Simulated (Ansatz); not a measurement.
# K on Pd(111): change of the work function, part 2 of 2

How does K on the top site change the work function of Pd(111) as the layer fills?

Ansatz 0.2.0; plane-wave DFT, LDA, Ansatz PAW (the session's first sound run).

So far, work function, upper face (eV): step 2 (the clean slab) 5.63; step 3 (37 atoms, coverage 0.111 ML, cell 3x3) 2.74; step 4 (17 atoms, coverage 0.25 ML, cell 2x2) 1.71.

## 6. The 0.25 ML cell at another level of theory, cutoff 420 eV, functional RPBE

This step: plane-wave DFT, RPBE, Ansatz PAW (Ansatz 0.2.0).

The geometry is kept and the functional is RPBE.

Input file input.yaml:

```yaml
crystal:
  lattice:
    - [5.5012907577, 0.0, 0.0]
    - [2.7506453788, 4.7642575498, 0.0]
    - [0.0, 0.0, 28.1922080561]
  atoms:
    - { symbol: Pd, position: [0.0, 0.0, 0.3192371446] }
    - { symbol: Pd, position: [0.1666666667, 0.1666666667, 0.3989007362] }
    - { symbol: Pd, position: [0.3333333333, 0.3333333333, 0.4771523969] }
    - { symbol: Pd, position: [0.0, 0.0, 0.550237624] }
    - { symbol: Pd, position: [0.0, 0.5, 0.3192371446] }
    - { symbol: Pd, position: [0.1666666667, 0.6666666667, 0.3989007362] }
    - { symbol: Pd, position: [0.3368750064, 0.8315624968, 0.4758976757] }
    - { symbol: Pd, position: [-0.0001953944, 0.5000976972, 0.5557139704] }
    - { symbol: Pd, position: [0.5, 0.0, 0.3192371446] }
    - { symbol: Pd, position: [0.6666666667, 0.1666666667, 0.3989007362] }
    - { symbol: Pd, position: [0.8315624968, 0.3368750064, 0.4758976757] }
    - { symbol: Pd, position: [0.5000976972, -0.0001953944, 0.5557139704] }
    - { symbol: Pd, position: [0.5, 0.5, 0.3192371446] }
    - { symbol: Pd, position: [0.6666666667, 0.6666666667, 0.3989007362] }
    - { symbol: Pd, position: [0.8315624968, 0.8315624968, 0.4758976757] }
    - { symbol: Pd, position: [0.5000976972, 0.5000976972, 0.5557139704] }
    - { symbol: K, position: [0.0, 0.0, 0.6451068984] }
kpoints:
  mp_grid: { grid: [6, 6, 1] }
hamiltonian:
  xc: rpbe
scf:
  occupations: { method: fermi_dirac, width: 0.1 }
  convergence: { dr2_threshold: 1.0e-08 }
efield:
  axis: 3
  dipole_correction: true
  ramp_position: 0.97
  ramp_width: 0.06
output:
  write_potential: true
  write_density: true
  volumetric_format: npy
```

Command:

```sh
$ ansatz run input.yaml --threads 4 --pin off --max-ram 12288MiB --backend cpu --events-out ev --progress --plain --runs-dir out
```

The job ended after 42 s (4 threads of Arm Neoverse V1, shared host; peak memory 2.9 GiB).

Numbers from this step:

| Item | Value |
| --- | --- |
| energy at zero smearing | -113228.0100 eV |
| work function, upper face | 1.563 eV |
| work function, lower face | 5.048 eV |
| dipole along the normal | 0.5047 e·Å |
| step between the vacuum levels | -3.485 eV |

The work function comes to 1.56 eV, -0.15 eV from the first level.

## 7. The 0.25 ML cell at another level of theory, cutoff 1115.67 eV, functional PBE

This step: plane-wave DFT, PBE, norm-conserving (Ansatz 0.2.0).

The geometry is kept and the functional is PBE; other changes against the main runs: norm-conserving files and cutoff 420 → 1115.67.

input.yaml, as its differences from that of step 6:

```diff
@@ -26,3 +26,4 @@
 hamiltonian:
-  xc: rpbe
+  xc: pbe
+  pseudopotentials: { kind: nc }
 scf:
```

Run time: 3.3 min. Hardware: 4 threads; peak memory 10 GiB; 13 min of CPU time.

This step gave:

| Property | Result |
| --- | --- |
| energy at zero smearing | -59736.9992 eV |
| work function, upper face | 1.599 eV |
| work function, lower face | 5.239 eV |
| dipole along the normal | 0.5271 e·Å |
| step between the vacuum levels | -3.639 eV |

The work function comes to 1.60 eV, -0.11 eV from the first level.

## 8. The 0.25 ML cell at another level of theory, cutoff 420 eV, functional PBEsol

This step: plane-wave DFT, PBEsol, Ansatz PAW (Ansatz 0.2.0).

The geometry is kept and the functional is PBEsol.

input.yaml, as its differences from that of step 7:

```diff
@@ -26,4 +26,3 @@
 hamiltonian:
-  xc: pbe
-  pseudopotentials: { kind: nc }
+  xc: pbesol
 scf:
```

Wall time 42 s (4 threads); peak memory 2.9 GiB.

The work function comes to 1.55 eV, -0.16 eV from the first level.

## 9. The 0.25 ML cell at another level of theory, cutoff 420 eV, functional PBE

This step: plane-wave DFT, PBE, Ansatz PAW (Ansatz 0.2.0).

The geometry is kept and the functional is PBE.

input.yaml, as its differences from that of step 8:

```diff
@@ -26,3 +26,3 @@
 hamiltonian:
-  xc: pbesol
+  xc: pbe
 scf:
```

It took 42 s on 4 threads; peak memory 2.9 GiB; 2.8 min of CPU time.

The work function comes to 1.60 eV, -0.11 eV from the first level.

## 10. The series together

Times are for 4 threads of Arm Neoverse V1, shared host. Results by setting:

```tsv
no.	functional	work function, upper face (eV)	dipole along the normal (e·Å)	time	memory (GiB)
1	rpbe	1.563	0.5047	42 s	2.9
2	pbe	1.599	0.5271	3.3 min	10
3	pbesol	1.549	0.5533	42 s	2.9
4	pbe	1.603	0.5263	42 s	2.9
```

## 11. Varying the input: scf.lower_state_search = "light"

This step: plane-wave DFT, LDA, Ansatz PAW (Ansatz 0.2.0).

A run with a changed input: it repeats the earlier run at 0.25 ML with scf.lower_state_search to light; its output block differs too.

Input file input.yaml:

```yaml
crystal:
  lattice:
    - [5.5012907577, 0.0, 0.0]
    - [2.7506453788, 4.7642575497, 0.0]
    - [0.0, 0.0, 28.1922080561]
  atoms:
    - { symbol: Pd, position: [0.0, 0.0, 0.3192371446] }
    - { symbol: Pd, position: [0.1666666667, 0.1666666667, 0.3989007362] }
    - { symbol: Pd, position: [0.3333333333, 0.3333333333, 0.4758397309] }
    - { symbol: Pd, position: [0.0, 0.0, 0.5533872347] }
    - { symbol: Pd, position: [0.0, 0.5, 0.3192371446] }
    - { symbol: Pd, position: [0.1666666667, 0.6666666667, 0.3989007362] }
    - { symbol: Pd, position: [0.3333333333, 0.8333333333, 0.4758397309] }
    - { symbol: Pd, position: [0.0, 0.5, 0.5533872347] }
    - { symbol: Pd, position: [0.5, 0.0, 0.3192371446] }
    - { symbol: Pd, position: [0.6666666667, 0.1666666667, 0.3989007362] }
    - { symbol: Pd, position: [0.8333333333, 0.3333333333, 0.4758397309] }
    - { symbol: Pd, position: [0.5, 0.0, 0.5533872347] }
    - { symbol: Pd, position: [0.5, 0.5, 0.3192371446] }
    - { symbol: Pd, position: [0.6666666667, 0.6666666667, 0.3989007362] }
    - { symbol: Pd, position: [0.8333333333, 0.8333333333, 0.4758397309] }
    - { symbol: Pd, position: [0.5, 0.5, 0.5533872347] }
    - { symbol: K, position: [0.0, 0.0, 0.6807628554] }
kpoints:
  mp_grid: { grid: [6, 6, 1] }
hamiltonian:
  xc: lda
scf:
  occupations: { method: fermi_dirac, width: 0.1 }
  convergence: { dr2_threshold: 1.0e-08 }
  lower_state_search: light
efield:
  axis: 3
  dipole_correction: true
  ramp_position: 0.97
  ramp_width: 0.06
relax:
  f_tol: 0.02
  max_steps: 60
  constraints: [{ sites: [0, 1, 4, 5, 8, 9, 12, 13] }]
output:
  bader: true
  dos: { projected: true, e_range: [-8, 4] }
  write_potential: true
  write_density: true
  volumetric_format: npy
```

Elapsed: 4.5 min, on 4 threads; peak memory 3 GiB.

Step by step:

```tsv
step	energy less that of the first step (eV)	largest force component (eV/Å)
1	0.0000	0.8741
2	-0.1386	0.9158
3	-0.3343	0.9113
4	-0.5124	0.7892
5	-0.6446	0.4921
6	-0.7175	0.1437
7	-0.7210	0.1055
8	-0.7233	0.0057
```

The run keeps the 6 symmetry operations that it works with, so distortions that break them were not tested.

The atoms that moved most (Å):

```tsv
atom	dx	dy	dz	length
K17	0.000	0.000	-1.005	1.005
Pd4	0.000	0.000	-0.089	0.089
Pd16	0.001	0.000	0.066	0.066
Pd12	0.000	-0.001	0.066	0.066
Pd8	-0.001	0.000	0.066	0.066
Pd3	0.000	0.000	0.037	0.037
Pd11	0.000	0.017	0.002	0.017
Pd7	0.015	-0.008	0.002	0.017
```

Final coordinates:

```
Pd K
1.0
     5.50129    0.00000    0.00000
     2.75065    4.76426    0.00000
     0.00000    0.00000   28.19221
Pd K
16 1
Cartesian
  0.0000 0.0000 9.0000
  1.3753 0.7940 11.2459
  2.7506 1.5881 13.4520
  0.0000 0.0000 15.5124
  1.3753 2.3821 9.0000
  2.7506 3.1762 11.2459
  4.1406 3.9618 13.4166
  1.3745 2.3826 15.6668
  2.7506 0.0000 9.0000
  4.1260 0.7940 11.2459
  5.5013 1.6050 13.4166
  2.7506 -0.0009 15.6668
  4.1260 2.3821 9.0000
  5.5013 3.1762 11.2459
  6.8620 3.9618 13.4166
  4.1268 2.3826 15.6668
  0.0000 0.0000 18.1870
```

This step gave:

```
energy at zero smearing        : -111004.9057 eV
work function, upper face      : 1.709 eV
work function, lower face      : 5.654 eV
dipole along the normal        : 0.5714 e·Å
step between the vacuum levels : -3.945 eV
```

The density of states has structure finer than the step of the table below, so its rows give means over 0.25 eV, whole bins alone (the curve runs from -8 to 1.98 eV). Peaks (eV: height): -3.550: 53.2, -2.680: 54.5, -2.560: 60.5, -2.290: 47.8, -1.200: 49.4, -0.330: 50.6, -0.210: 49.4.

The density of states by energy, zero at the Fermi level; means over each step:

```tsv
energy (eV)	density of states (states/eV a cell)
-7.25	0
-7.00	0.0596
-6.75	0.902
-6.50	0.974
-6.25	1.10
-6.00	1.18
-5.75	1.79
-5.50	2.95
-5.25	8.94
-5.00	20.8
-4.75	28.6
-4.50	29.3
-4.25	24.2
-4.00	26.6
-3.75	25.8
-3.50	23.4
-3.25	25.0
-3.00	24.5
-2.75	46.0
-2.50	38.2
-2.25	33.9
-2.00	33.2
-1.75	30.7
-1.50	26.9
-1.25	31.1
-1.00	34.7
-0.75	37.0
-0.50	24.3
-0.25	44.5
0.00	35.1
0.25	10.2
0.50	6.84
0.75	5.10
1.00	2.85
1.25	8.46
1.50	6.83
1.75	4.79
```

Projected DOS per atom over height of the atomic layer and energy from the Fermi level. Layers: Pd4 Pd4 Pd4 Pd4 K from below.

Values in states/eV, 22 rows by 5 columns, each cell a mean:
```
0.03 0.02 0.03 0.03 0.24
0.11 0.08 0.07 0.09 0.44
0.05 0.05 0.07 0.07 0.52
0.32 0.28 0.28 0.26 0.50
2.07 2.40 2.31 1.73 0.32
2.09 1.65 1.63 1.95 0.21
2.78 1.57 1.69 2.45 0.27
1.96 1.47 1.52 1.89 0.27
2.27 1.40 1.28 2.23 0.25
2.51 1.73 1.66 2.56 0.12
2.19 2.48 2.48 2.44 0.08
1.30 1.44 1.43 1.37 0.06
1.57 1.64 1.42 1.50 0.02
1.42 1.57 1.39 1.51 0.05
0.79 2.38 2.65 1.14 0.15
0.30 1.49 1.73 0.49 0.15
0.03 0.11 0.13 0.05 0.09
0.01 0.02 0.02 0.01 0.04
0.00 0.00 0.00 0.01 0.03
0.00 0.00 0.00 0.00 0.02
0.00 0.00 0.00 0.00 0.00
0.00 0.00 0.00 0.00 0.00
```
Columns: height of the atomic layer (Å) from 9 to 18.2 (not evenly spaced); rows upwards: energy from the Fermi level (eV) from -7.96 to 1.95.

```tsv
quantity	this run	earlier run	difference
work function, upper face (eV)	1.709	1.709	0
work function, lower face (eV)	5.654	5.654	0
dipole along the normal (e·Å)	0.5714	0.5714	0
```

Nothing in the table moves by 0.01 in its unit (for the dipole 0.5 % and 5e-5 e·Å).

## 12. A changed input

This step: plane-wave DFT, LDA, Ansatz PAW, but for the change named below (Ansatz 0.2.0).

System of this step: Pd(111). The cell holds 4 atoms: 4 Pd. Its edges and angles: a = 2.751 Å, b = 2.751 Å, c = 24.738 Å, α = 90.0°, β = 90.0°, γ = 60.0°. Vacuum lies along c.

Another changed input: it repeats the earlier run at 0 ML with relax.f_tol from 0.02 to 0.001, relax.max_displacement to 0.5 and hamiltonian.xc from lda to pbe.

Input file input.yaml:

```yaml
crystal:
  lattice:
    - [2.7506453788, 0.0, 0.0]
    - [1.3753226894, 2.3821287749, 0.0]
    - [0.0, 0.0, 24.7376776414]
  atoms:
    - { symbol: Pd, position: [0.0, 0.0, 0.3638174986] }
    - { symbol: Pd, position: [0.3333333333, 0.3333333333, 0.4546058329] }
    - { symbol: Pd, position: [0.6666666667, 0.6666666667, 0.5453941671] }
    - { symbol: Pd, position: [0.0, 0.0, 0.6361825014] }
kpoints:
  mp_grid: { grid: [12, 12, 1] }
hamiltonian:
  xc: pbe
scf:
  occupations: { method: fermi_dirac, width: 0.1 }
  convergence: { dr2_threshold: 1.0e-08 }
efield:
  axis: 3
  dipole_correction: true
  ramp_position: 0.97
  ramp_width: 0.06
relax:
  f_tol: 0.001
  max_steps: 60
  constraints: [{ sites: [0, 1] }]
  max_displacement: 0.5
output:
  write_potential: true
  write_density: true
  volumetric_format: npy
```

Wall time 16 s (4 threads); peak memory 0.49 GiB; 63 s of CPU time.

The steps of the relaxation:

```tsv
step	energy less that of the first step (eV)	largest force component (eV/Å)
1	0.0000	0.3166
2	-0.0129	0.1195
3	-0.0149	0.0100
4	-0.0149	0.0124
5	-0.0149	0.0001
```

Relaxation step 4 was tried and not accepted.

Forces are held to the 6 operations that the run works with; a distortion that breaks them can't arise in this run.

The atoms that moved most (Å):

```tsv
atom	dx	dy	dz	length
Pd4	0.000	0.000	0.109	0.109
Pd3	0.000	0.000	0.049	0.049
```

The relaxed structure:

```xyz
4
Lattice="2.7506 0.0000 0.0000 1.3753 2.3821 0.0000 0.0000 0.0000 24.7377" Properties=species:S:1:pos:R:3
Pd    0.0000    0.0000    9.0000
Pd    1.3753    0.7940   11.2459
Pd    2.7506    1.5881   13.5407
Pd    0.0000    0.0000   15.8465
```

Numbers from this step:

- energy at zero smearing: -27890.2995 eV
- work function, upper face: 5.269 eV
- dipole along the normal: -7.18e-4 e·Å

```tsv
quantity	this run	earlier run	difference
work function, upper face (eV)	5.269	5.628	-0.36
dipole along the normal (e·Å)	-7.18e-4	7.55e-4	-0.0015
```

What moves beyond 0.01 in its unit (for the dipole 0.5 % and 5e-5 e·Å): work function, upper face (-0.36 eV) and dipole along the normal (-0.00147 e·Å).

## 13. Results

| Property | Result |
| --- | --- |
| work function of the clean face | 5.63 eV |
| work function at 0.11 ML | 2.74 eV |
| work function at 0.25 ML | 1.71 eV |
| dipole per adsorbate at 0.11 ML, positive end outwards | 4.54 D |

In words: K lowers the work function of Pd(111) at the lowest coverage, by 2.89 eV: the adsorbate layer has its positive end outwards. The slab has 4 layers, at the tabulated experimental lattice constant, one starting site was run, and quantum-size effects of a slab this thin can reach one or two tenths of an eV.

[Logs are printed without paths, hosts, clocks, repeated set-up lines and the standing remarks that a program may print on its own settings, such as how far it seeks lower states.]

[Hosts, paths, dates, database ids (printed as entryN), source tags and the programs' standing remarks are cut or masked in the printed files.]

[Maps of the electrostatic potential energy from Ansatz leave out the sawtooth potential of an applied field or a dipole correction, so their vacuum need not be flat; planar profiles and work functions include it.]

[The density of states shown here was stored with 400 of the rows of the run's finer table, so its peaks can read low, often by over a quarter, or be missed, and its means over a window can be off by a tenth or more.]
